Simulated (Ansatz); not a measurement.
**How Na(100) screens a field**

Aim: image plane and induced charge of Na(100).

Main program and level: Ansatz 0.2.0; plane-wave DFT, PBE, Ansatz PAW, in the first sound run; inputs show where later runs differ.

### 1. The starting structure

The cell holds 7 atoms: 7 Na. Cell: a = 4.230 Å, b = 4.230 Å, c = 30.690 Å, α = 90.0°, β = 90.0°, γ = 90.0°. Vacuum lies along c.

### 2. Single point, field 0

A sawtooth potential applies the field, turning back in the middle of the vacuum. With the dipole correction the typed value is the field outside the slab. The induced dipole is small, so the SCF threshold is tight.

Contents of input.yaml:

```yaml
crystal:
  lattice:
    - [4.23, 0.0, 0.0]
    - [0.0, 4.23, 0.0]
    - [0.0, 0.0, 30.69]
  atoms:
    - { symbol: Na, position: [0.0, 0.0, 0.293255132] }
    - { symbol: Na, position: [0.5, 0.5, 0.362170088] }
    - { symbol: Na, position: [0.0, 0.0, 0.431085044] }
    - { symbol: Na, position: [0.5, 0.5, 0.5] }
    - { symbol: Na, position: [0.0, 0.0, 0.568914956] }
    - { symbol: Na, position: [0.5, 0.5, 0.637829912] }
    - { symbol: Na, position: [0.0, 0.0, 0.706744868] }
kpoints:
  mp_grid: { grid: [12, 12, 1] }
hamiltonian:
  xc: pbe
scf:
  occupations: { method: fermi_dirac, width: 0.1 }
  convergence: { dr2_threshold: 1.0e-10 }
efield:
  axis: 3
  dipole_correction: true
  ramp_position: 0.97
  ramp_width: 0.06
  amplitude: 0
output:
  forces: true
  write_potential: true
  write_density: true
  volumetric_format: npy
```

Command:

```sh
> ansatz run input.yaml --threads 2 --pin off --max-ram 3072MiB --backend cpu --events-out ev --progress --plain --runs-dir out
```

Numbers of over 12 decimals in the logs are rounded to 6 here.

Output:

```text
Engine: ansatz 0.2.0, aarch64-unknown-linux-gnu
Pseudopotentials: kind: paw
Pseudopotential: Na, paw, valence charge 9, recommended cutoff 420 eV (normal), Na.paw.azcp
Functional definition: PBE
  parameter kappa = 0.804
  parameter beta = 0.066725
  exchange = pbe_x(kappa = kappa, mu = beta*pi^2/3)
  correlation = pbe_c(beta = beta)
Crystal: 7 atoms, lattice volume = 549.133 Å³
Basis set: ecut = 420 eV, 10587 PW (Γ), exchange–correlation on 60×60×432 points (8 copies of the dense FFT grid, shifted against one another)
Bands: 39, of which v1, the nominal top of the filled ones, is band 32 counted from 1 (31 counted from 0)
Symmetry: 8 space group operations
k-points: 28 of 144
Non-local potential: Na, projectors of the file, l = 0: 3, l = 1: 2, l = 2: 1
PAW form: soft (Blöchl's): semilocal exchange-correlation on the pseudo side does not see the compensation charge
PAW one-centre angular grid: Na, 110 points (default); XC on 64 Gauss nodes
Initial density: superposition of atomic densities (neutral atoms: chi_scale 0, normalization atom), corrected by the library's trained network
Initial wavefunctions: pseudopotential atomic-orbital guess
Functional: x = pbe(κ = 0.804, μ = 0.219515), c = pbe(β = 0.066725)
SCF iter   1: F=—  HF=-10404.510145 eV  |F-HF|=—  |Δ(HF+E_count)|=         —  Δρ=1.49e-3  dr2=6.11e-1  ethr=1.77e-3  p=0.000 e·Å  D=5.34e-14 V/Å  ΔV_dip=-0.00 eV  dr2_dipole=2.63e-12  V_vac-E_F(+/−)=2.75/2.75 eV  ⟨swp⟩=10.9  Hψ=5644  notcnv=0
efield: sawtooth ramp at fractional position 0.9700 (set: `efield.ramp_position`, or a place that a band, a saddle search or an elastic batch's reference lends), width 0.0600; the density the first Hamiltonian is built on has a dipole p = 0.000 e·Å; the dipole correction subtracts the counter field D = 5.34e-14 V/Å, which shifts the + side's vacuum level by -0.00 eV against the − side's; the planar-averaged density in the ramp window peaks in size at 9.8e-6 e/Å³
preconditioner: auto → LDOS  [metal: Δε(μ)=0.036 eV  Ē_g=2.916 eV  σ=0.100 eV  W_gap=0.09  n_scr=62 (ndim 8)  ℏωp=4.2 eV  f_vac=0.471  D(μ)=3.50/eV (n_scr^D=10)  β→1.0]
SCF iter   2: F=—  HF=-10404.470591 eV  |F-HF|=—  |Δ(HF+E_count)|=   3.96e-2  Δρ=3.76e-4  dr2=9.06e-4  ethr=9.69e-4  p=-0.000 e·Å  D=-7.77e-7 V/Å  ΔV_dip=0.00 eV  dr2_dipole=3.98e-11  V_vac-E_F(+/−)=2.67/2.67 eV  ⟨swp⟩=2.4  Hψ=1415  notcnv=0
SCF iter   3: F=—  HF=-10404.470891 eV  |F-HF|=—  |Δ(HF+E_count)|=   3.01e-4  Δρ=2.06e-4  dr2=3.32e-4  ethr=1.44e-6  p=0.000 e·Å  D=4.02e-6 V/Å  ΔV_dip=-0.00 eV  dr2_dipole=4.24e-12  V_vac-E_F(+/−)=2.67/2.67 eV  ⟨swp⟩=2.0  Hψ=2075  notcnv=0
SCF iter   4: F=—  HF=-10404.470831 eV  |F-HF|=—  |Δ(HF+E_count)|=   6.08e-5  Δρ=4.99e-5  dr2=8.03e-5  ethr=5.26e-7  p=0.000 e·Å  D=2.74e-6 V/Å  ΔV_dip=-0.00 eV  dr2_dipole=5.67e-11  V_vac-E_F(+/−)=2.67/2.67 eV  ⟨swp⟩=2.0  Hψ=1876  notcnv=0
SCF iter   5: F=—  HF=-10404.470689 eV  |F-HF|=—  |Δ(HF+E_count)|=   1.42e-4  Δρ=9.95e-6  dr2=2.44e-6  ethr=1.27e-7  p=0.000 e·Å  D=1.47e-6 V/Å  ΔV_dip=-0.00 eV  dr2_dipole=5.16e-12  V_vac-E_F(+/−)=2.67/2.67 eV  ⟨swp⟩=1.9  Hψ=1121  notcnv=0
SCF iter   6: F=—  HF=-10404.470712 eV  |F-HF|=—  |Δ(HF+E_count)|=   2.34e-5  Δρ=2.42e-6  dr2=1.04e-7  ethr=3.87e-9  p=0.000 e·Å  D=4.05e-7 V/Å  ΔV_dip=-0.00 eV  dr2_dipole=3.53e-13  V_vac-E_F(+/−)=2.67/2.67 eV  ⟨swp⟩=2.0  Hψ=1239  notcnv=0
SCF iter   7: F=—  HF=-10404.470712 eV  |F-HF|=—  |Δ(HF+E_count)|=   4.04e-8  Δρ=8.52e-7  dr2=8.54e-9  ethr=1.65e-10  p=0.000 e·Å  D=1.00e-7 V/Å  ΔV_dip=-0.00 eV  dr2_dipole=1.85e-13  V_vac-E_F(+/−)=2.67/2.67 eV  ⟨swp⟩=2.5  Hψ=1766  notcnv=0
SCF iter   8: F=—  HF=-10404.470712 eV  |F-HF|=—  |Δ(HF+E_count)|=  5.29e-10  Δρ=3.90e-7  dr2=9.39e-10  ethr=1.35e-11  p=0.000 e·Å  D=3.22e-8 V/Å  ΔV_dip=-0.00 eV  dr2_dipole=1.04e-13  V_vac-E_F(+/−)=2.67/2.67 eV  ⟨swp⟩=2.0  Hψ=1928  notcnv=0
SCF iter   9: F=-10404.470712 eV  HF=-10404.470712 eV  |F-HF|=3.53e-10  |Δ(HF+E_count)|=  2.51e-10  Δρ=5.83e-8  dr2=3.58e-11  ethr=1.00e-12  p=0.000 e·Å  D=1.08e-8 V/Å  ΔV_dip=-0.00 eV  dr2_dipole=5.96e-16  V_vac-E_F(+/−)=2.67/2.67 eV  ⟨swp⟩=7.4  Hψ=6592  notcnv=0
SCF 1 converged in 9 iterations: F = -10404.470712 eV  dr2 = 3.58e-11
  greatest PAW one-centre occupation: 0.999 electrons in one spin orbital (limit 2), on the Na atom at site 0 (counted from 0), in its partial waves of l = 0
WARN: The output density's exchange-correlation potential varies sharply where the density is thin. Do not read a vacuum level from v_tot or v_xc, or from such a field of the output density. On a cell that repeats whose density bears no net charge and no dipole along the vacuum's axis use v_es (v_loc + v_h of the components); under efield.dipole_correction with no amplitude use v_es + v_field, which holds any externa [...]
SCF converged after 9 iterations
Free energy (F): -10404.470712 eV
Harris-Foulkes:  -10404.470712 eV  (|F-HF|=3.53e-10)
Internal energy: -10404.347884 eV  (E = F + TS)
E sigma→0 (E₀):  -10404.409298 eV
Entropy (-TS):   -0.122828 eV (-17.547 meV/atom)
Fermi energy:    -0.532430 eV
Dipole field:    D = -0.000000 V/Å  (p = -0.000000 e·Å, saw-weighted, corrected)
Work function:   Φ+ = 2.6710 eV   Φ− = 2.6710 eV
Levels:          The Fermi level and band energies are counted from a zero that moves with the ramp; work functions are not
--- Per-component energies (eV) ---
  E_band       = -1837.443805
  E_kinetic    = 840.080180
  E_local      = -38089.580321  (includes V_loc(G=0)·N_el)
  E_nonlocal   = 805.475012
  E_hartree    = 17614.856624
  E_xc         = -267.383613
  E_vxc        = -343.511135  (∫ρ·V_xc dr)
  E_paw        = -1842.189645  (= ΣΔE_a)
  E_vpaw       = -279.620175  (= ΣTr[D̂ρ^β])
  E_aug_tail   = -0.000219  (compensation charges beyond the density's cutoff)
  E_efield     = 0.000000  (sawtooth field / dipole correction)
  E_vefield    = 0.000000  (∫n·V_field dr)
  E_ewald      = 10534.394098
  E_smearing   = -0.122828  (= −TS)
  E_closure    = 0.000000  (closes the sum)
  Σ components = -10404.470712   (vs F -10404.470712, Δ=0.00e0)
--- Forces (eV/Å), atoms counted from 1 ---
  atom   1  Na     0.00000000    -0.00000000     0.01210011
  atom   2  Na     0.00000000     0.00000000     0.01104081
  atom   3  Na     0.00000000     0.00000000     0.00091757
  atom   4  Na    -0.00000000     0.00000000    -0.00000000
  atom   5  Na    -0.00000000    -0.00000000    -0.00091757
  atom   6  Na    -0.00000000    -0.00000000    -0.01104081
  atom   7  Na    -0.00000000     0.00000000    -0.01210010
  max |Σ_I F_I| component: 5.70e-9 eV/Å
--- Band table (eV; the first three rows and the last of 28) ---
  k-point 0: bands = [... 28 lower, -3.6295, -3.2402, -2.5947, -1.7431, -0.7758, 0.1968, 1.1109, 1.8883, ... 3 higher]
  k-point 1: bands = [... 28 lower, -3.5694, -3.1805, -2.5355, -1.6847, -0.7183, 0.2528, 1.1659, 1.9429, ... 3 higher]
  k-point 2: bands = [... 28 lower, -3.3895, -3.0017, -2.3583, -1.5096, -0.5462, 0.4198, 1.3249, 2.0530, ... 3 higher]
  k-point 27: bands = [... 28 lower, 0.3382, 0.3382, 0.6893, 0.6893, 0.7717, 0.8196, 1.0961, 1.2583, ... 3 higher]
```

It took 72 s on 2 threads of Arm Neoverse N1, shared host; peak memory 0.82 GiB; 2 min of CPU time.

In the SCF lines HF is the Harris–Foulkes energy and dr2 the Hartree energy of the density residual, in eV; the loop may stop once dr2 is under the threshold and the program's other checks hold. Hψ counts applications of the Hamiltonian.

This step gave:

```yaml
energy_at_zero_smearing: -10404.4093 eV
work_function_upper_face: 2.671 eV
dipole_along_the_normal: -2.74e-8 e·Å
```

Running mean over 2.115 Å of the planar mean; the ramp of the sawtooth is left out. The electron's electrostatic potential energy less the Fermi level by z:

```tsv
z (Å)	electron's electrostatic potential energy less the Fermi level (eV)
4	2.67
5	2.66
6	2.59
7	2.24
8	0.461
9	-0.881
10	-0.903
11	-0.861
12	-0.867
13	-0.853
14	-0.846
15	-0.857
16	-0.854
17	-0.845
18	-0.859
19	-0.867
20	-0.865
21	-0.926
22	-0.742
23	1.30
24	2.41
25	2.62
26	2.66
27	2.67
```

The work function of the upper face is 2.67 eV.

### 3. Single point, field 0.03 V/Å

input.yaml, as its differences from that of step 2:

```diff
@@ -25,3 +25,3 @@
   ramp_width: 0.06
-  amplitude: 0
+  amplitude: 0.03
 output:
```

Output:

```text
[...]
Crystal: 7 atoms, lattice volume = 549.133 Å³
Basis set: ecut = 420 eV, 10587 PW (Γ), exchange–correlation on 60×60×432 points (8 copies of the dense FFT grid, shifted against one another)
Bands: 39, of which v1, the nominal top of the filled ones, is band 32 counted from 1 (31 counted from 0)
Symmetry: 8 space group operations
k-points: 28 of 144
[...]
k-point 0: bands = [... 28 lower, -3.6297, -3.2405, -2.5949, -1.7434, -0.7761, 0.1963, 1.1092, 1.8735, ... 3 higher]
  k-point 1: bands = [... 28 lower, -3.5696, -3.1807, -2.5357, -1.6849, -0.7186, 0.2523, 1.1642, 1.9282, ... 3 higher]
  k-point 2: bands = [... 28 lower, -3.3897, -3.0019, -2.3586, -1.5099, -0.5464, 0.4194, 1.3233, 2.0395, ... 3 higher]
  k-point 27: bands = [... 28 lower, 0.3380, 0.3380, 0.6891, 0.6891, 0.7715, 0.8193, 1.0958, 1.2580, ... 3 higher]
[key lines of the parts left out:]
SCF converged after 10 iterations
Free energy (F): -10404.471469 eV
Fermi energy:    -0.532673 eV
Dipole field:    D = 0.016625 V/Å  (p = 0.050451 e·Å, saw-weighted, corrected)
```

The job ended after 80 s (2 threads; peak memory 0.81 GiB).

The dipole is 0.0505 e·Å.

### 4. Single point, field -0.03 V/Å

input.yaml, as its differences from that of step 3:

```diff
@@ -25,3 +25,3 @@
   ramp_width: 0.06
-  amplitude: 0.03
+  amplitude: -0.03
 output:
```

Output:

```text
[...]
Crystal: 7 atoms, lattice volume = 549.133 Å³
Basis set: ecut = 420 eV, 10587 PW (Γ), exchange–correlation on 60×60×432 points (8 copies of the dense FFT grid, shifted against one another)
Bands: 39, of which v1, the nominal top of the filled ones, is band 32 counted from 1 (31 counted from 0)
Symmetry: 8 space group operations
k-points: 28 of 144
[...]
k-point 0: bands = [... 28 lower, -3.6297, -3.2405, -2.5949, -1.7434, -0.7761, 0.1963, 1.1092, 1.8735, ... 3 higher]
  k-point 1: bands = [... 28 lower, -3.5696, -3.1807, -2.5357, -1.6849, -0.7186, 0.2523, 1.1642, 1.9282, ... 3 higher]
  k-point 2: bands = [... 28 lower, -3.3897, -3.0019, -2.3586, -1.5099, -0.5464, 0.4194, 1.3233, 2.0395, ... 3 higher]
  k-point 27: bands = [... 28 lower, 0.3380, 0.3380, 0.6891, 0.6891, 0.7715, 0.8193, 1.0958, 1.2580, ... 3 higher]
[key lines of the parts left out:]
SCF converged after 10 iterations
Free energy (F): -10404.471469 eV
Fermi energy:    -0.532673 eV
Dipole field:    D = -0.016625 V/Å  (p = -0.050452 e·Å, saw-weighted, corrected)
```

Run time: 77 s. Hardware: 2 threads; peak memory 0.81 GiB.

The dipole is -0.0505 e·Å.

### 5. Single point, field 0.1 V/Å

input.yaml, as its differences from that of step 4:

```diff
@@ -25,3 +25,3 @@
   ramp_width: 0.06
-  amplitude: -0.03
+  amplitude: 0.1
 output:
```

Output:

```text
[...]
Crystal: 7 atoms, lattice volume = 549.133 Å³
Basis set: ecut = 420 eV, 10587 PW (Γ), exchange–correlation on 60×60×432 points (8 copies of the dense FFT grid, shifted against one another)
Bands: 39, of which v1, the nominal top of the filled ones, is band 32 counted from 1 (31 counted from 0)
Symmetry: 8 space group operations
k-points: 28 of 144
[...]
k-point 0: bands = [... 28 lower, -3.6322, -3.2429, -2.5973, -1.7457, -0.7789, 0.1912, 1.0907, 1.7643, ... 3 higher]
  k-point 1: bands = [... 28 lower, -3.5721, -3.1831, -2.5381, -1.6873, -0.7214, 0.2473, 1.1459, 1.8196, ... 3 higher]
  k-point 2: bands = [... 28 lower, -3.3922, -3.0043, -2.3609, -1.5122, -0.5493, 0.4143, 1.3060, 1.9509, ... 3 higher]
  k-point 27: bands = [... 28 lower, 0.3355, 0.3355, 0.6867, 0.6867, 0.7690, 0.8169, 1.0934, 1.2556, ... 3 higher]
[key lines of the parts left out:]
SCF converged after 10 iterations
Free energy (F): -10404.479122 eV
Fermi energy:    -0.535154 eV
Dipole field:    D = 0.055436 V/Å  (p = 0.168230 e·Å, saw-weighted, corrected)
```

It took 75 s on 2 threads; peak memory 0.81 GiB.

The dipole is 0.168 e·Å.

### 6. Atoms held, field -0.1 V/Å

input.yaml, as its differences from that of step 5:

```diff
@@ -25,3 +25,3 @@
   ramp_width: 0.06
-  amplitude: 0.1
+  amplitude: -0.1
 output:
```

Output:

```text
[...]
Crystal: 7 atoms, lattice volume = 549.133 Å³
Basis set: ecut = 420 eV, 10587 PW (Γ), exchange–correlation on 60×60×432 points (8 copies of the dense FFT grid, shifted against one another)
Bands: 39, of which v1, the nominal top of the filled ones, is band 32 counted from 1 (31 counted from 0)
Symmetry: 8 space group operations
k-points: 28 of 144
[...]
k-point 0: bands = [... 28 lower, -3.6322, -3.2429, -2.5973, -1.7457, -0.7789, 0.1912, 1.0907, 1.7643, ... 3 higher]
  k-point 1: bands = [... 28 lower, -3.5721, -3.1831, -2.5381, -1.6873, -0.7214, 0.2473, 1.1459, 1.8196, ... 3 higher]
  k-point 2: bands = [... 28 lower, -3.3922, -3.0043, -2.3609, -1.5122, -0.5493, 0.4143, 1.3060, 1.9508, ... 3 higher]
  k-point 27: bands = [... 28 lower, 0.3355, 0.3355, 0.6867, 0.6867, 0.7690, 0.8169, 1.0934, 1.2556, ... 3 higher]
[key lines of the parts left out:]
SCF converged after 10 iterations
Free energy (F): -10404.479122 eV
Fermi energy:    -0.535154 eV
Dipole field:    D = -0.055436 V/Å  (p = -0.168231 e·Å, saw-weighted, corrected)
```

Elapsed: 76 s, on 2 threads; peak memory 0.81 GiB.

The dipole is -0.168 e·Å.

### 7. Single point, field 0.15 V/Å

input.yaml, as its differences from that of step 6:

```diff
@@ -25,3 +25,3 @@
   ramp_width: 0.06
-  amplitude: -0.1
+  amplitude: 0.15
 output:
@@ -31 +31,2 @@
   volumetric_format: npy
+  elf: true
```

Output:

```text
[...]
Crystal: 7 atoms, lattice volume = 549.133 Å³
Basis set: ecut = 420 eV, 10587 PW (Γ), exchange–correlation on 60×60×432 points (8 copies of the dense FFT grid, shifted against one another)
Bands: 39, of which v1, the nominal top of the filled ones, is band 32 counted from 1 (31 counted from 0)
Symmetry: 8 space group operations
k-points: 28 of 144
[...]
k-point 0: bands = [... 28 lower, -3.6356, -3.2462, -2.6005, -1.7490, -0.7829, 0.1840, 1.0625, 1.6606, ... 3 higher]
  k-point 1: bands = [... 28 lower, -3.5755, -3.1865, -2.5413, -1.6905, -0.7253, 0.2401, 1.1180, 1.7160, ... 3 higher]
  k-point 2: bands = [... 28 lower, -3.3956, -3.0077, -2.3642, -1.5155, -0.5532, 0.4073, 1.2796, 1.8587, ... 3 higher]
  k-point 27: bands = [... 28 lower, 0.3321, 0.3321, 0.6833, 0.6833, 0.7656, 0.8135, 1.0900, 1.2523, ... 3 higher]
[key lines of the parts left out:]
SCF converged after 10 iterations
Free energy (F): -10404.489639 eV
Fermi energy:    -0.538594 eV
Dipole field:    D = 0.083197 V/Å  (p = 0.252480 e·Å, saw-weighted, corrected)
```

Run time: 74 s. Hardware: 2 threads; peak memory 0.81 GiB; 2.1 min of CPU time.

Running mean over 2.115 Å of the planar mean, with the applied field; the ramp of the sawtooth is left out. Table of electron's electrostatic potential energy less the Fermi level by z:

z (Å), electron's electrostatic potential energy less the Fermi level (eV) and a bar from the least value:
```
        4       2.26 #######################
        5       2.39 ########################
        6       2.45 #########################
        7       2.20 #######################
        8       0.47 ##########
        9      -0.87 
       10      -0.90 
       11      -0.86 
       12      -0.87 
       13      -0.85 #
       14      -0.85 #
       15      -0.86 #
       16      -0.85 #
       17      -0.84 #
       18      -0.86 
       19      -0.87 
       20      -0.86 
       21      -0.93 
       22      -0.75 #
       23       1.31 ################
       24       2.49 #########################
       25       2.82 ############################
       26       3.00 #############################
       27       3.16 ##############################
```

The dipole is 0.252 e·Å.

### 8. The response

This step: plane-wave DFT, PBE, Ansatz PAW; screening of a field by a metal slab (Ansatz 0.2.0).

The dipoles give the slope, and the difference of two potentials shows where the field is screened.

Numbers from this step:

| Property | Result |
| --- | --- |
| equivalent conductor thickness p/(ε₀AE) | 17.01 Å |
| distance between the outer atoms | 12.69 Å |
| inner field over outer field | 0.004519 |
| image plane, upper face | 2.219 Å |
| induced electrons on the upper face over ε₀E | -0.9894 |
| image plane, lower face | 2.220 Å |
| induced electrons on the lower face over ε₀E | 0.9893 |

Table of dipole of the cell by applied field:

```tsv
applied field (V/Å)	dipole of the cell (e·Å)
-0.100	-0.168
-0.030	-0.0505
0.000	0
0.030	0.0505
0.100	0.168
0.150	0.252
```

Local field over the applied field, running mean. From the potentials at -0.03 and 0.03 V/Å; running mean over 2.115 Å. Table of local field over applied field by z:

z (Å), local field over applied field and a bar from the least value:
```
      4.5      0.973 ##############################
      5.0      0.947 #############################
      5.5      0.901 ############################
      6.0      0.822 ##########################
      6.5      0.699 ######################
      7.0      0.530 #################
      7.5      0.335 ############
      8.0      0.148 ######
      8.5      0.007 ##
      9.0     -0.066 
      9.5     -0.074 
     10.0     -0.043 #
     10.5     -0.005 ##
     11.0      0.019 ###
     11.5      0.022 ###
     12.0      0.010 ##
     12.5     -0.003 ##
     13.0     -0.010 ##
     13.5     -0.009 ##
     14.0     -0.004 ##
     14.5      0.002 ##
     15.0      0.006 ##
     15.5      0.007 ##
     16.0      0.004 ##
     16.5     -0.001 ##
     17.0     -0.007 ##
     17.5     -0.011 ##
     18.0     -0.007 ##
     18.5      0.005 ##
     19.0      0.018 ###
     19.5      0.022 ###
     20.0      0.007 ##
     20.5     -0.028 #
     21.0     -0.065 
     21.5     -0.075 
     22.0     -0.029 #
     22.5      0.088 #####
     23.0      0.261 ##########
     23.5      0.457 ###############
     24.0      0.639 ####################
     24.5      0.781 #########################
     25.0      0.876 ###########################
     25.5      0.933 #############################
     26.0      0.965 ##############################
```

Electrons, planar mean, per unit field. The induced electron density by z:

```tsv
z (Å)	induced electron density (e/Å³ per V/Å)
5	2.9e-4
6	9.6e-4
7	0.00233
8	0.00233
9	1.8e-4
10	-8.0e-4
11	-5.9e-5
12	3.0e-4
13	-2.5e-5
14	-1.1e-4
15	-8.8e-6
16	3.1e-5
17	1.1e-4
18	-7.3e-5
19	-2.8e-4
20	3.1e-4
21	6.8e-4
22	-8.0e-4
23	-0.00266
24	-0.00189
25	-6.7e-4
26	-2.0e-4
```

By hand: between -0.03 and 0.03 V/Å the dipole changes by 0.1009 e·Å, a slope of 1.682 e·Å²/V. A perfect conductor of thickness t has p = ε₀AEt, so t = 180.95 × 1.682 / 17.893 = 17.01 Å (e/ε₀ = 180.95 V·Å, A in Å²). Less the 12.69 Å between the outer atoms, and halved, that puts each image plane 2.16 Å out.

The induced dipole is that of a conductor 17.01 Å thick.

(Part 1 of 2 ends here.)

[Logs are printed without paths, hosts, clocks, repeated set-up lines and the standing remarks that a program may print on its own settings, such as how far it seeks lower states.]

[Hosts, paths, dates, database ids (printed as entryN), source tags and the programs' standing remarks are cut or masked in the printed files.]

[Maps of the electrostatic potential energy from Ansatz leave out the sawtooth potential of an applied field or a dipole correction, so their vacuum need not be flat; planar profiles and work functions include it.]
